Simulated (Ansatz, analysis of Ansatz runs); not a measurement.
# Al3GaN4 (Pm), nudged elastic band: H transfer from N to N (q = +1), part 3 of 5

Aim: the barrier of one jump in Al3GaN4 (Pm) at charge +1: H transfer from N to N. The model is a cell of 96 host atoms with 1 H put in; H is the atom that moves.

Ansatz 0.2.0; plane-wave PAW DFT, PBEsol; nudged elastic band between two relaxed defect structures at fixed charge in a uniform background.

So far: Set-up; Relaxation of the start point, charge +1; Relaxation of the end point, charge +1.

**4. Nudged elastic band, charge +1**

5 movable images are laid between the ends on a pair-potential path, which keeps atoms from colliding in the first guess. Each image feels the true force across the path and a spring force along it. The highest image is set to climb to the top of the path.

This step: plane-wave PAW DFT, PBEsol; nudged elastic band between two relaxed defect structures at fixed charge in a uniform background.

File qp1.neb/input.yaml:

```yaml
crystal:
  lattice:
    - [10.08692303, 0.0, 0.00025291]
    - [0.0, 9.39015873, 0.0]
    - [-0.00644803, 0.0, 10.83602103]
  atoms:
    - { symbol: Al, position: [0.25053947, 0.16659743, 0.08332311] }
    - { symbol: Al, position: [0.00118995, 0.16658447, 0.4167074] }
    - { symbol: Al, position: [0.00144429, 8.271e-05, 0.16537278] }
    - { symbol: Ga, position: [0.25006325, 4.11e-05, 0.33225688] }
    - { symbol: "N", position: [0.05633357, 9.665e-05, 0.33279634] }
    - { symbol: "N", position: [0.0619914, 0.16675281, 0.08311672] }
    - { symbol: "N", position: [0.31282608, 0.16687181, 0.41971527] }
    - { symbol: "N", position: [0.31240925, 4.556e-05, 0.16263708] }
    - { symbol: Al, position: [0.24994969, 0.16663959, 0.58285492] }
    - { symbol: Al, position: [0.00141365, 0.16642465, 0.91716796] }
    - { symbol: Al, position: [0.00146639, 8.08e-05, 0.66572469] }
    - { symbol: Ga, position: [0.24999381, 5.208e-05, 0.83290555] }
    - { symbol: "N", position: [0.05639831, 9.441e-05, 0.8326799] }
    - { symbol: "N", position: [0.06118709, 0.16730361, 0.58331797] }
    - { symbol: "N", position: [0.31314986, 0.167024, 0.9194344] }
    - { symbol: "N", position: [0.3119502, 5.398e-05, 0.66258848] }
    - { symbol: Al, position: [0.25051006, 0.50003851, 0.08338504] }
    - { symbol: Al, position: [-0.00129122, 0.50010489, 0.41573079] }
    - { symbol: Al, position: [0.00152627, 0.33338557, 0.1649252] }
    - { symbol: Ga, position: [0.2497719, 0.33304699, 0.33265455] }
    - { symbol: "N", position: [0.05578629, 0.33395864, 0.33288343] }
    - { symbol: "N", position: [0.06194667, 0.5000808, 0.08291791] }
    - { symbol: "N", position: [0.31513836, 0.50010934, 0.4215332] }
    - { symbol: "N", position: [0.31222703, 0.3334995, 0.16303205] }
    - { symbol: Al, position: [0.24296713, 0.50004136, 0.58325716] }
    - { symbol: Al, position: [0.00117365, 0.50009789, 0.9171208] }
    - { symbol: Al, position: [-0.00109599, 0.33243955, 0.66588215] }
    - { symbol: Ga, position: [0.24954104, 0.3335323, 0.83309059] }
    - { symbol: "N", position: [0.05561388, 0.33343224, 0.83217329] }
    - { symbol: "N", position: [0.05711889, 0.50008074, 0.58296067] }
    - { symbol: "N", position: [0.31284611, 0.50010555, 0.91953085] }
    - { symbol: "N", position: [0.31343523, 0.334902, 0.66194493] }
    - { symbol: Al, position: [0.25054036, 0.83348169, 0.08331433] }
    - { symbol: Al, position: [0.00119204, 0.83361884, 0.41670631] }
    - { symbol: Al, position: [0.00153062, 0.66678114, 0.16492387] }
    - { symbol: Ga, position: [0.24977742, 0.66705025, 0.33264996] }
    - { symbol: "N", position: [0.05579554, 0.66623566, 0.33288207] }
    - { symbol: "N", position: [0.06199079, 0.83341158, 0.0831132] }
    - { symbol: "N", position: [0.31283244, 0.83333189, 0.4197221] }
    - { symbol: "N", position: [0.31222903, 0.66659771, 0.16301991] }
    - { symbol: Al, position: [0.24995024, 0.8334331, 0.58285994] }
    - { symbol: Al, position: [0.00141224, 0.83377398, 0.91716563] }
    - { symbol: Al, position: [-0.00109533, 0.66772484, 0.66588012] }
    - { symbol: Ga, position: [0.24953612, 0.66655957, 0.8330909] }
    - { symbol: "N", position: [0.05561015, 0.66675328, 0.83217637] }
    - { symbol: "N", position: [0.06119455, 0.83285421, 0.58331516] }
    - { symbol: "N", position: [0.31314804, 0.83319692, 0.91941878] }
    - { symbol: "N", position: [0.31343321, 0.66520025, 0.66195775] }
    - { symbol: Al, position: [0.75135539, 0.16626137, 0.08316788] }
    - { symbol: Al, position: [0.50025179, 0.16600809, 0.41617951] }
    - { symbol: Al, position: [0.50113955, 8.246e-05, 0.16575161] }
    - { symbol: Ga, position: [0.7504948, 4.825e-05, 0.33215659] }
    - { symbol: "N", position: [0.55635266, 9.785e-05, 0.33283815] }
    - { symbol: "N", position: [0.56237628, 0.16590344, 0.08315142] }
    - { symbol: "N", position: [0.81324654, 0.16666168, 0.41952869] }
    - { symbol: "N", position: [0.81258313, 4.702e-05, 0.1628042] }
    - { symbol: Al, position: [0.75132101, 0.16541875, 0.58259249] }
    - { symbol: Al, position: [0.50083521, 0.16529311, 0.91846845] }
    - { symbol: Al, position: [0.50051828, 8.286e-05, 0.66548127] }
    - { symbol: Ga, position: [0.75055018, 4.484e-05, 0.83268711] }
    - { symbol: "N", position: [0.55615075, 9.757e-05, 0.8322262] }
    - { symbol: "N", position: [0.56232787, 0.16515926, 0.58235716] }
[... 2 lines left out ...]
    - { symbol: Al, position: [0.75095895, 0.50003997, 0.0834047] }
    - { symbol: Al, position: [0.501904, 0.50011389, 0.40275174] }
    - { symbol: Al, position: [0.50096223, 0.33218959, 0.16333471] }
    - { symbol: Ga, position: [0.7511977, 0.33172142, 0.33124165] }
[... 4 lines left out ...]
    - { symbol: Al, position: [0.7544611, 0.50004051, 0.58291315] }
    - { symbol: Al, position: [0.50032, 0.50009981, 0.91788798] }
    - { symbol: Al, position: [0.50139452, 0.32112595, 0.67191449] }
    - { symbol: Ga, position: [0.75094167, 0.33305345, 0.83441579] }
[... 7 lines left out ...]
    - { symbol: Ga, position: [0.75120012, 0.66838477, 0.33123821] }
[... 7 lines left out ...]
    - { symbol: Ga, position: [0.75093878, 0.6670318, 0.83441154] }
[... 4 lines left out ...]
    - { symbol: H, position: [0.45220675, 0.50006387, 0.57938224] }
total_charge: 1
basis:
  ecutwfc: 420
  xc_grid: 2
hamiltonian:
  xc: pbesol
kpoints:
  mp_grid: { grid: [1, 1, 1], shift: [0.25, 0.25, 0.25] }
scf:
  occupations: { method: fixed }
  max_iter: 120
output:
  forces: true
neb:
  images: 5
  f_tol: 0.04
  climbing: true
  initial_path: idpp
  max_iterations: 45
  order_check: false
  final_atoms:
[... 3 lines left out ...]
    - { symbol: Ga, position: [0.2511094, 4.785e-05, 0.33257352] }
[... 7 lines left out ...]
    - { symbol: Ga, position: [0.2504195, 4.204e-05, 0.83260829] }
[... 7 lines left out ...]
    - { symbol: Ga, position: [0.24197776, 0.32832112, 0.33004474] }
[... 7 lines left out ...]
    - { symbol: Ga, position: [0.25077561, 0.33323956, 0.83384015] }
[... 7 lines left out ...]
    - { symbol: Ga, position: [0.24203645, 0.67177963, 0.3300271] }
[... 7 lines left out ...]
    - { symbol: Ga, position: [0.25077343, 0.66686073, 0.83384211] }
[... 7 lines left out ...]
    - { symbol: Ga, position: [0.74837691, 5.269e-05, 0.33291046] }
[... 7 lines left out ...]
    - { symbol: Ga, position: [0.75016631, 4.315e-05, 0.83250563] }
[... 7 lines left out ...]
    - { symbol: Ga, position: [0.75793353, 0.32113703, 0.32631271] }
[... 5 lines left out ...]
    - { symbol: Al, position: [0.50087649, 0.50010006, 0.91734806] }
    - { symbol: Al, position: [0.5005062, 0.33356809, 0.6658318] }
    - { symbol: Ga, position: [0.74951839, 0.33213875, 0.83490613] }
[... 4 lines left out ...]
    - { symbol: Al, position: [0.74997045, 0.8350195, 0.0818546] }
    - { symbol: Al, position: [0.50015852, 0.83267379, 0.41768294] }
    - { symbol: Al, position: [0.50044144, 0.66652937, 0.16597904] }
    - { symbol: Ga, position: [0.75794246, 0.67900526, 0.32627755] }
    - { symbol: "N", position: [0.56105601, 0.66878445, 0.33207876] }
    - { symbol: "N", position: [0.56138122, 0.83319981, 0.0837115] }
    - { symbol: "N", position: [0.81410129, 0.83651221, 0.42172605] }
    - { symbol: "N", position: [0.81310289, 0.66732438, 0.15906913] }
    - { symbol: Al, position: [0.74975321, 0.83413422, 0.5846794] }
    - { symbol: Al, position: [0.50087016, 0.83368295, 0.91721799] }
    - { symbol: Al, position: [0.50050835, 0.66658919, 0.6658324] }
    - { symbol: Ga, position: [0.74951653, 0.66796077, 0.83491072] }
    - { symbol: "N", position: [0.55579416, 0.66682741, 0.83309783] }
    - { symbol: "N", position: [0.56110432, 0.83284258, 0.58336803] }
    - { symbol: "N", position: [0.81362137, 0.83439798, 0.91980675] }
    - { symbol: "N", position: [0.81362392, 0.6699046, 0.6655483] }
    - { symbol: H, position: [0.38779459, 0.49983799, 0.41232694] }
```

On the command line:

```
$ ansatz run input.yaml --threads 32 --pin off --max-ram 84787MiB --backend cuda --events-out ev --progress --plain --runs-dir out --max-vram 78GiB
```

Numbers of over 12 decimals in the logs are rounded to 6 here.

Log:

```text
[...]
Warning: neb: disabling space-group detection — the band's intermediate images generally break the endpoint symmetry, so the full k-mesh is solved, and no spatial operation symmetrises the density, except that a semilocal band can use its path's symmetry [...]
[...]
parallel-image band execution: 3 concurrent image workers
NEB image 0
[...]
Crystal: 97 atoms, lattice volume = 1026.364 Å³
Basis set: ecut = 420 eV, 20007 PW (Γ), exchange–correlation on 144×128×150 points (8 copies of the dense FFT grid, shifted against one another)
Bands: 349, of which v1, the nominal top of the filled ones, is band 252 counted from 1 (251 counted from 0)
Symmetry: 1 space group operations
k-points: 1
[...]
SCF iter   1: F=—  HF=-82112.295260 eV  |F-HF|=—  |Δ(HF+E_count)|=         —  Δρ=9.69e-3  dr2=1.25e0  ethr=1.77e-3  ⟨swp⟩=5.0  Hψ=1163  notcnv=0  defer=95
[...]
SCF iter   2: F=—  HF=-82111.935343 eV  |F-HF|=—  |Δ(HF+E_count)|=   3.60e-1  Δρ=1.95e-3  dr2=7.89e-2  ethr=2.49e-4  ⟨swp⟩=2.0  Hψ=476  notcnv=0  defer=95
[...]
SCF iter   9: F=-82111.898871 eV  HF=-82111.898871 eV  |F-HF|=4.99e-8  |Δ(HF+E_count)|=   2.79e-8  Δρ=2.42e-6  dr2=6.54e-8  ethr=1.98e-11  ⟨swp⟩=4.0  Hψ=998  notcnv=0
SCF 1 converged in 9 iterations: F = -82111.898871 eV  dr2 = 6.54e-8
[...]
NSCF: frozen V_eff on 1 k-points
NEB image 6
[...]
SCF 2 converged in 10 iterations: F = -82112.077214 eV  dr2 = 4.19e-9
[...]
SCF 3 converged in 10 iterations: F = -82111.230948 eV  dr2 = 5.84e-9
[...]
SCF 5 converged in 10 iterations: F = -82110.210388 eV  dr2 = 1.96e-8
[...]
SCF 7 converged in 9 iterations: F = -82111.492946 eV  dr2 = 9.48e-8
[...]
SCF 9 converged in 9 iterations: F = -82111.057540 eV  dr2 = 1.06e-8
[...]
SCF 11 converged in 8 iterations: F = -82111.619499 eV  dr2 = 6.90e-8
[...]
SCF 13 converged in 9 iterations: F = -82111.583269 eV  dr2 = 1.39e-8
[...]
SCF 15 converged in 9 iterations: F = -82111.516688 eV  dr2 = 2.04e-8
[...]
SCF 17 converged in 8 iterations: F = -82111.932845 eV  dr2 = 3.05e-8
[...]
SCF 19 converged in 8 iterations: F = -82111.308983 eV  dr2 = 9.56e-8
[...]
SCF 21 converged in 9 iterations: F = -82111.756717 eV  dr2 = 1.03e-8
[...]
SCF 23 converged in 6 iterations: F = -82111.772627 eV  dr2 = 5.83e-8
[...]
SCF 25 converged in 7 iterations: F = -82111.732534 eV  dr2 = 6.29e-8
[...]
SCF 27 converged in 7 iterations: F = -82112.044433 eV  dr2 = 1.60e-8
[...]
SCF 29 converged in 8 iterations: F = -82111.373422 eV  dr2 = 2.89e-8
[...]
SCF 31 converged in 7 iterations: F = -82111.880914 eV  dr2 = 7.44e-8
[...]
SCF 33 converged in 6 iterations: F = -82111.766906 eV  dr2 = 4.40e-8
[...]
SCF 35 converged in 8 iterations: F = -82111.787752 eV  dr2 = 6.47e-9
[...]
SCF 37 converged in 6 iterations: F = -82112.043526 eV  dr2 = 2.24e-8
[...]
SCF 39 converged in 7 iterations: F = -82111.363964 eV  dr2 = 3.81e-8
[...]
SCF 41 converged in 6 iterations: F = -82111.889049 eV  dr2 = 6.29e-8
[...]
SCF 43 converged in 6 iterations: F = -82111.787882 eV  dr2 = 7.44e-9
[...]
SCF 45 converged in 6 iterations: F = -82111.776794 eV  dr2 = 2.23e-8
[...]
SCF 47 converged in 5 iterations: F = -82112.041161 eV  dr2 = 8.50e-8
[...]
- { symbol: Al, position: [0.249110, 0.834018, 0.585112] }
    - { symbol: Al, position: [0.000868, 0.833632, 0.917718] }
    - { symbol: Al, position: [-0.002768, 0.667831, 0.666537] }
    - { symbol: Ga, position: [0.248405, 0.667282, 0.835520] }
    - { symbol: N, position: [0.054507, 0.666675, 0.833017] }
    - { symbol: N, position: [0.060481, 0.833126, 0.584266] }
    - { symbol: N, position: [0.313102, 0.833269, 0.921347] }
    - { symbol: N, position: [0.309125, 0.666640, 0.664858] }
    - { symbol: Al, position: [0.751873, 0.166270, 0.082140] }
    - { symbol: Al, position: [0.501551, 0.165505, 0.416203] }
    - { symbol: Al, position: [0.502295, 8.289868161839384e-5, 0.164570] }
    - { symbol: Ga, position: [0.751440, 4.708277593951478e-5, 0.331885] }
    - { symbol: N, position: [0.557311, 0.000105, 0.331968] }
    - { symbol: N, position: [0.562845, 0.165846, 0.081089] }
    - { symbol: N, position: [0.814530, 0.166240, 0.419675] }
    - { symbol: N, position: [0.813071, 4.954402571591309e-5, 0.162319] }
    - { symbol: Al, position: [0.749876, 0.166038, 0.582632] }
    - { symbol: Al, position: [0.500747, 0.166070, 0.916017] }
    - { symbol: Al, position: [0.500153, 8.018539253728801e-5, 0.664836] }
    - { symbol: Ga, position: [0.749748, 4.676877033649039e-5, 0.832209] }
    - { symbol: N, position: [0.555688, 9.655915288226187e-5, 0.831330] }
    - { symbol: N, position: [0.560943, 0.166750, 0.582177] }
    - { symbol: N, position: [0.812975, 0.166737, 0.918617] }
    - { symbol: N, position: [0.811347, 4.3845388562887965e-5, 0.662341] }
    - { symbol: Al, position: [0.751989, 0.500038, 0.082697] }
    - { symbol: Al, position: [0.519794, 0.500118, 0.396614] }
    - { symbol: Al, position: [0.502016, 0.331515, 0.161290] }
    - { symbol: Ga, position: [0.754532, 0.329673, 0.329590] }
    - { symbol: N, position: [0.560258, 0.328167, 0.327178] }
    - { symbol: N, position: [0.562546, 0.500076, 0.082274] }
    - { symbol: N, position: [0.808542, 0.500121, 0.418107] }
    - { symbol: N, position: [0.814819, 0.333105, 0.161192] }
    - { symbol: Al, position: [0.747855, 0.500047, 0.581605] }
    - { symbol: Al, position: [0.500112, 0.500102, 0.916383] }
    - { symbol: Al, position: [0.497616, 0.328954, 0.666685] }
    - { symbol: Ga, position: [0.749192, 0.333350, 0.833064] }
    - { symbol: N, position: [0.555065, 0.333806, 0.831652] }
    - { symbol: N, position: [0.547325, 0.500089, 0.575639] }
    - { symbol: N, position: [0.812409, 0.500104, 0.918981] }
    - { symbol: N, position: [0.807491, 0.334539, 0.661646] }
    - { symbol: Al, position: [0.751878, 0.833812, 0.082137] }
    - { symbol: Al, position: [0.501549, 0.834710, 0.416208] }
    - { symbol: Al, position: [0.502013, 0.668656, 0.161274] }
    - { symbol: Ga, position: [0.754548, 0.670444, 0.329584] }
    - { symbol: N, position: [0.560271, 0.672060, 0.327156] }
    - { symbol: N, position: [0.562851, 0.834323, 0.081081] }
    - { symbol: N, position: [0.814543, 0.833975, 0.419673] }
    - { symbol: N, position: [0.814826, 0.666995, 0.161193] }
    - { symbol: Al, position: [0.749876, 0.834035, 0.582633] }
    - { symbol: Al, position: [0.500751, 0.834133, 0.916012] }
    - { symbol: Al, position: [0.497610, 0.671200, 0.666679] }
    - { symbol: Ga, position: [0.749189, 0.666742, 0.833062] }
    - { symbol: N, position: [0.555062, 0.666382, 0.831653] }
    - { symbol: N, position: [0.560933, 0.833397, 0.582176] }
    - { symbol: N, position: [0.812971, 0.833476, 0.918611] }
    - { symbol: N, position: [0.807493, 0.665563, 0.661644] }
    - { symbol: H, position: [0.421442, 0.500011, 0.524450] }
```

The job ended after 21 s (1 × NVIDIA GB200 with 32 threads of Arm Neoverse V2, shared host; peak memory 2.2 GiB; 92 s of CPU time).

The path, image by image:

| image | path (Å) | energy (eV) | H97: x, y, z (Å) |
| --- | --- | --- | --- |
| 0 | 0.000 | 0.0000 | 4.558, 4.696, 6.278 |
| 1 | 0.416 | 0.1110 | 4.503, 4.696, 5.948 |
| 2 | 0.833 | 0.5349 | 4.248, 4.695, 5.683 |
| 3 | 1.284 | 0.1221 | 3.931, 4.681, 5.447 |
| 4 | 1.735 | 0.0097 | 3.898, 4.683, 5.192 |
| 5 | 2.186 | -0.1423 | 3.904, 4.690, 4.877 |
| 6 | 2.637 | -0.1783 | 3.909, 4.694, 4.468 |

This step gave:

- free energy: -82111.3640 eV
- barrier forward: 0.5349 eV
- barrier backward: 0.7132 eV
- end less start: -0.1783 eV
- hop length: 1.923 Å

Track of the atom that was set to move:

```
image  x (Å)  y (Å)  z (Å)  nearest neighbour  distance (Å)
    0  4.558  4.696  6.278                  N         1.046
    1  4.503  4.696  5.948                  N         1.084
    2  4.248  4.695  5.683                  N         1.384
    3  3.931  4.681  5.447                  N         1.073
    4  3.898  4.683  5.192                  N         1.042
    5  3.904   4.69  4.877                  N         1.027
    6  3.909  4.694  4.468                  N         1.021
```

The band met its tolerance of 0.04 eV/Å after 9 iterations, with image 2 on top (the start counts as 0). H97, which moves farthest between the ends, has 1 N at 1.05 Å nearest at the start and 2 N at 1.38 Å at the top.

(Continued in part 4 of 5.)

[Logs are printed without paths, hosts, clocks, repeated set-up lines and the standing remarks that a program may print on its own settings, such as how far it seeks lower states.]

[Hosts, paths, dates, database ids (printed as entryN), source tags and the programs' standing remarks are cut or masked in the printed files.]
